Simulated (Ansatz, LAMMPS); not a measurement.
## Atom list for Ionic liquid Pyr13+ triflate with water at 450 K (143 atoms)

4 Pyr13+, 4 triflate, 1 H2O placed at random, at 1.27 g/cm³; overlaps pushed apart, then 10 ps at 700 K with MMFF94 bonds, angles, torsions, charges and radii (Halgren, J. Comput. Chem. 17, 490 (1996)) in harmonic and 12-6 forms; SPC/E water (Berendsen, Grigera and Straatsma, J. Phys. Chem. 91, 6269 (1987)); charges of ions scaled by 0.8. Snapshot after 30 ps at 450 K and fixed volume.

Calculated values (Ansatz 0.2.0, Kohn-Sham DFT, PBE+D4, PAW (set soft_2), plane waves; cutoff 420 eV, Γ point, fixed occupations; density 1.27 g/cm³) for the geometry as built.

Extended XYZ; positions in Å, forces in eV/Å, q the intrinsic-atomic-orbital charge in e:

```xyz
143
Lattice="11.389 0.000 0.000 0.000 11.389 0.000 0.000 0.000 11.389" Properties=species:S:1:pos:R:3:charge:R:1:forces:R:3 pbc="T T T"
C 7.859 8.304 10.141 -0.52 -0.729 -0.896 -0.098
C 7.547 9.333 9.076 -0.30 -0.281 -0.414 -1.051
C 7.502 10.729 9.617 -0.25 -2.411 -2.701 1.259
N 7.062 0.375 8.733 0.11 -1.001 1.640 -0.639
C 8.062 0.641 7.683 -0.44 -2.339 -0.166 -0.978
C 6.965 1.663 9.534 -0.26 -0.712 -2.721 1.319
C 5.629 1.574 10.192 -0.39 -1.157 0.911 -1.183
C 4.823 0.536 9.424 -0.32 -1.185 -0.677 -0.278
C 5.653 0.262 8.223 -0.21 0.285 0.838 -1.365
H 8.568 8.548 10.935 0.16 0.567 0.137 -0.401
H 8.000 7.290 9.683 0.19 0.257 0.869 0.415
H 6.935 8.230 10.664 0.18 -1.071 -0.498 1.008
H 8.373 9.245 8.379 0.18 -0.228 0.060 -0.993
H 6.511 9.103 8.634 0.16 1.639 -0.027 0.146
H 8.419 10.995 9.979 0.21 2.671 0.919 1.061
H 6.825 10.610 10.498 0.17 0.159 0.802 -0.326
H 8.898 0.877 8.243 0.21 2.355 0.424 0.381
H 7.697 1.428 7.016 0.22 0.103 0.322 0.312
H 8.046 11.159 7.087 0.22 0.848 -1.089 -0.725
H 7.195 2.345 8.840 0.22 -0.263 3.278 -2.558
H 7.845 1.658 10.105 0.21 1.125 0.021 1.643
H 5.652 1.235 11.153 0.22 0.726 -0.952 3.016
H 5.022 2.467 10.305 0.20 0.384 0.725 -0.495
H 3.861 0.937 9.066 0.19 0.022 -0.368 0.328
H 4.642 10.994 10.003 0.15 -0.076 0.447 -0.136
H 5.559 1.149 7.545 0.18 0.154 -0.629 0.194
H 5.481 10.781 7.591 0.21 0.017 -0.264 0.326
C 9.406 7.726 4.799 -0.58 -1.245 -0.474 -1.621
C 8.860 6.989 3.566 -0.30 0.820 -0.796 -0.731
C 8.748 5.489 3.965 -0.23 1.244 1.778 -0.256
N 7.989 4.629 2.982 0.10 -0.147 0.455 4.409
C 6.555 4.930 3.256 -0.45 0.731 1.871 -0.444
C 8.271 4.807 1.620 -0.23 2.228 0.432 -2.475
C 8.034 3.466 1.002 -0.33 -1.454 0.845 -1.150
C 8.415 2.521 2.030 -0.37 1.519 -2.522 0.932
C 8.477 3.174 3.357 -0.23 -0.907 0.862 0.944
H 8.922 7.415 5.700 0.20 -0.384 0.084 0.775
H 10.437 7.642 4.845 0.19 2.316 -1.139 0.457
H 9.388 8.762 4.624 0.21 -0.962 1.815 0.016
H 7.954 7.461 3.115 0.17 0.377 -0.393 0.570
H 9.651 6.970 2.749 0.15 -0.792 0.398 0.661
H 8.317 5.383 4.955 0.20 -0.619 -0.218 0.132
H 9.809 5.152 4.106 0.19 -0.738 -0.123 -0.595
H 6.314 6.030 3.094 0.20 0.483 -1.239 -0.445
H 5.956 4.273 2.718 0.21 -1.250 -1.046 -1.169
H 6.406 4.819 4.270 0.22 -0.451 -0.688 2.454
H 9.383 4.959 1.671 0.18 -0.632 0.622 -1.031
H 7.621 5.529 1.079 0.20 0.870 0.319 0.669
H 6.972 3.419 0.744 0.17 -0.336 -0.257 0.045
H 8.526 3.346 0.061 0.21 0.644 0.013 -0.678
H 9.397 2.113 1.892 0.19 1.013 -0.157 -0.659
H 7.841 1.623 2.064 0.21 -0.964 -0.767 0.038
H 7.773 2.799 4.084 0.22 -0.646 -0.225 0.280
H 9.446 3.183 3.938 0.20 -0.633 0.383 -1.137
C 4.618 8.888 0.944 -0.55 -0.804 -1.938 -0.677
C 3.264 9.036 1.585 -0.34 -0.017 0.891 -1.190
C 2.417 10.055 0.768 -0.21 0.294 0.002 0.872
N 1.355 10.636 1.667 0.08 -0.441 2.460 1.891
C 2.035 0.181 2.706 -0.42 -0.057 -0.233 -0.564
C 0.447 9.641 2.389 -0.21 -0.036 -0.729 0.713
C 11.142 9.080 1.208 -0.31 -1.574 -1.620 -2.052
C 10.750 10.308 0.366 -0.35 -1.067 0.673 1.497
C 0.351 0.073 0.784 -0.25 0.351 -4.079 -0.781
H 4.549 8.603 11.266 0.16 -0.110 -0.464 0.328
H 5.302 8.254 1.489 0.19 -0.025 -0.880 0.131
H 5.152 9.746 0.920 0.21 1.562 3.454 0.109
H 3.317 9.295 2.650 0.18 0.079 0.023 -0.230
H 2.787 8.106 1.440 0.20 -0.879 -1.469 0.390
H 1.911 9.651 11.247 0.19 0.569 0.110 0.572
H 3.048 10.932 0.517 0.18 -0.317 -0.353 -0.192
H 1.284 0.858 3.126 0.22 -0.077 -0.253 0.059
H 2.489 10.943 3.486 0.21 -0.104 0.295 -0.137
H 2.816 0.785 2.203 0.20 -0.301 -0.387 0.153
H 1.003 8.794 2.879 0.20 -0.104 1.189 0.040
H 11.146 10.212 3.126 0.19 1.197 -0.741 -1.085
H 10.271 8.352 1.313 0.18 0.694 1.156 0.631
H 0.392 8.404 0.594 0.18 0.277 0.413 0.574
H 9.709 10.541 0.682 0.18 0.444 0.438 -0.064
H 10.653 10.074 10.719 0.19 0.436 0.067 -1.046
H 0.977 0.391 0.007 0.22 0.669 0.701 -1.511
H 11.287 0.908 1.205 0.22 -0.653 1.318 1.526
C 4.103 7.771 8.078 -0.51 3.312 1.765 -0.414
C 3.084 6.808 7.815 -0.33 -0.849 -2.179 -0.710
C 3.757 5.483 7.630 -0.26 -2.912 -0.991 0.724
N 2.829 4.355 7.149 0.08 -0.532 -1.645 1.708
C 1.711 4.163 8.144 -0.44 1.832 1.595 0.077
C 2.298 4.509 5.766 -0.23 -1.606 2.217 1.267
C 3.384 4.114 4.908 -0.34 -0.492 -0.662 -0.668
C 3.868 2.900 5.652 -0.36 0.800 -1.360 -2.516
C 3.568 3.010 7.066 -0.22 3.128 3.583 1.380
H 4.682 7.493 8.981 0.17 0.229 0.245 -0.514
H 3.579 8.647 8.269 0.21 -0.812 2.252 0.781
H 4.763 8.094 7.176 0.16 -0.677 -1.120 1.462
H 2.571 7.087 6.917 0.18 -0.697 0.159 -0.748
H 2.392 6.778 8.609 0.19 -1.160 0.101 1.190
H 4.380 5.727 6.874 0.22 2.816 -0.195 -2.531
H 4.257 5.115 8.506 0.21 0.431 -0.149 0.479
H 2.133 4.033 9.132 0.21 0.242 -0.484 0.335
H 1.327 5.152 8.172 0.20 -1.642 0.629 0.116
H 1.100 3.357 7.846 0.22 -1.015 -0.786 -0.350
H 1.407 3.918 5.661 0.21 -0.579 -0.633 0.074
H 2.011 5.558 5.683 0.18 -0.281 0.185 -0.231
H 2.979 3.939 3.905 0.20 0.448 -0.092 0.172
H 4.049 4.921 4.944 0.17 1.636 1.208 -0.555
H 4.928 2.792 5.538 0.21 0.718 -0.671 -0.560
H 3.282 2.098 5.187 0.20 0.549 -0.576 0.239
H 4.504 3.161 7.734 0.17 -1.270 -0.398 -0.971
H 3.017 2.229 7.420 0.20 -1.922 -1.953 1.235
O 7.065 4.100 6.841 -0.96 -0.098 -2.042 -0.897
S 7.371 5.007 7.916 2.24 -5.399 1.529 1.095
O 7.093 6.358 7.460 -0.96 0.377 1.162 0.292
O 6.727 4.682 9.236 -0.94 1.290 0.132 -1.442
C 9.083 4.949 8.116 0.53 3.758 -1.923 0.175
F 9.561 3.855 7.378 -0.30 0.102 0.775 0.308
F 9.400 4.642 9.403 -0.25 0.348 0.975 -0.484
F 9.773 6.031 7.651 -0.26 -0.399 -0.558 0.784
O 0.619 3.935 11.359 -0.95 -0.014 -0.075 -1.261
S 1.147 4.604 1.150 2.25 -1.995 -0.380 -0.389
O 0.891 6.024 1.196 -0.94 0.768 1.144 -0.032
O 0.706 3.907 2.338 -0.97 0.612 -0.647 1.586
C 2.961 4.268 0.912 0.56 -0.254 1.275 -2.202
F 3.058 3.064 0.321 -0.27 0.512 -0.396 0.306
F 3.682 4.348 1.984 -0.24 0.952 -0.479 1.708
F 3.561 5.185 0.044 -0.31 -0.701 -0.417 0.023
O 0.723 0.820 8.280 -0.94 -0.768 0.894 1.316
S 1.179 0.196 7.065 2.29 -0.360 0.141 -1.493
O 0.908 0.898 5.818 -0.95 -0.327 0.444 -0.135
O 2.498 11.051 7.168 -0.96 2.062 -0.864 0.129
C 0.148 10.084 6.933 0.54 -1.438 -0.434 -0.086
F 0.465 9.173 7.844 -0.27 0.518 -0.613 1.002
F 0.226 9.456 5.744 -0.28 0.354 0.327 -0.461
F 10.205 10.365 7.142 -0.30 0.474 0.106 -0.252
O 5.243 0.055 2.866 -0.97 -3.064 0.500 -2.084
S 6.274 11.176 3.789 2.26 2.650 -1.945 -0.119
O 7.492 10.707 3.089 -0.95 -0.071 0.385 1.060
O 6.371 0.775 4.836 -0.94 0.655 0.454 1.088
C 5.719 9.587 4.724 0.52 0.898 -0.723 0.034
F 6.429 9.410 5.893 -0.27 -0.288 0.111 -0.800
F 5.911 8.378 3.990 -0.31 -0.493 1.571 0.764
F 4.427 9.678 5.063 -0.25 -0.202 -0.278 -0.121
O 10.417 1.896 10.232 -0.84 0.232 0.082 -0.050
H 10.870 2.602 10.776 0.38 -0.047 -0.536 -0.933
H 10.986 1.670 9.441 0.38 -0.293 0.390 0.974
```

The force components of 1.2 eV/Å r.m.s. hold both thermal displacement and the mismatch between the potential that made the cell and DFT, above all in bond lengths inside molecules. The network of contacts between molecules at the start is that of the classical potential that made the cell, and needn't be the one that DFT or experiment would give. The density was typed from a rule of thumb and may lie off the real one at this temperature. Only the Γ point is sampled, in a cell whose shortest periodic width is 11 Å.

The r.m.s. force component is 1.15 eV/Å; the longest force, 5.72 eV/Å, acts on S110.

[Logs are printed without paths, hosts, clocks, repeated set-up lines and the standing remarks that a program may print on its own settings, such as how far it seeks lower states.]

[Hosts, paths, dates, database ids (printed as entryN), source tags and the programs' standing remarks are cut or masked in the printed files.]

[The MMFF94 radii named for the starting cell were scaled by 0.96; in molecules described by MMFF94, hydrogen bound to N, O or S took a small fixed 12-6 site in their place.]
